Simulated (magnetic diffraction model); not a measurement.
# NdZrPb: what an assumed order does to the neutron pattern

Space group I4/mmm (no. 139), a = 4.5460 Å, c = 17.2580 Å.

```csv
site,atom,x,y,z
4e,Pb,1/2,1/2,0.3623
4e,Nd,1/2,1/2,0.1688
4c,Zr,1/2,0,0
```

This is a made-up structure (elements placed in a structure type, unrelaxed), so the numbers test the method and describe no known phase.

Only Nd is taken to order (form factors of Nd3+); orders and moment sizes are assumed, and not adapted to the symmetry. Radiation: neutrons of λ = 2.0775 Å, 3° to 70°; isotropic B of 0.41 Å² (Pb), 0.48 Å² (Nd) and 0.52 Å² (Zr). Simulated constant-wavelength pattern: nuclear and magnetic terms add, the magnetic one as |2.695 fm × Σ f S⊥ exp(2πi Q·r) exp(−B s²)|², summed over all Q at one angle with the factor 1/(sin²θ cos θ). For collinear order S is the moment m, which repeats by lattice and centring translations R with the sign exp(−2πi k·R). Free-ion form factors, Sears's scattering lengths of 1992, no absorption; a label names one of the reflections at its angle. The strongest nuclear line in the range is 100, and lines under 0.2 are left out.

Assume the order k = (0 1 0), collinear moments along [010], 3.1 μB on Nd; signs + at (1/2, 1/2, 0.1688), + at (0, 0, 0.3312).

Q: Where does magnetic intensity appear, and how strong is it?

```csv
2θ (°),index,nuclear,magnetic
6.90,(0 0 1),0.0,146.9
13.83,(0 0 2),1.9,0.0
27.34,(1 0 1),4.0,0.0
27.86,(0 0 4),4.9,0.0
29.93,(1 0 2),0.0,17.5
35.03,(0 0 5),0.0,4.9
37.71,(1 1 0),19.7,0.0
38.38,(1 1 1),0.0,9.3
38.77,(1 0 4),0.0,14.0
40.34,(1 1 2),56.3,0.0
42.34,(0 0 6),29.4,0.0
44.40,(1 0 5),18.1,0.0
47.53,(1 1 4),100.0,0.0
49.84,(0 0 7),0.0,2.8
52.41,(1 1 5),0.0,6.2
54.39,(2 0 0),60.8,0.0
54.90,(2 0 1),0.0,4.3
56.40,(2 0 2),0.5,0.0
57.28,(1 0 7),6.8,0.0
57.57,(0 0 8),4.9,0.0
57.97,(1 1 6),4.4,0.0
61.92,(2 1 1),1.9,0.0
62.20,(2 0 4),4.7,0.0
63.33,(2 1 2),0.0,6.2
64.14,(1 1 7),0.0,5.3
64.41,(1 0 8),0.0,4.6
66.35,(2 0 5),0.0,3.3
68.78,(2 1 4),0.0,6.4
```

The strongest magnetic line in the range is (0 0 1) at 6.90° (146.9). On top of the Lorentz factor, which all lines share, magnetic lines fade with angle because f falls: for Nd3+ it is 0.98, 0.90, 0.79 and 0.54 at sin θ/λ = 0.1, 0.2, 0.3 and 0.5 Å⁻¹, while nuclear lengths stay constant. The order has no net moment.

[Logs are printed without paths, hosts, clocks, repeated set-up lines and the standing remarks that a program may print on its own settings, such as how far it seeks lower states.]
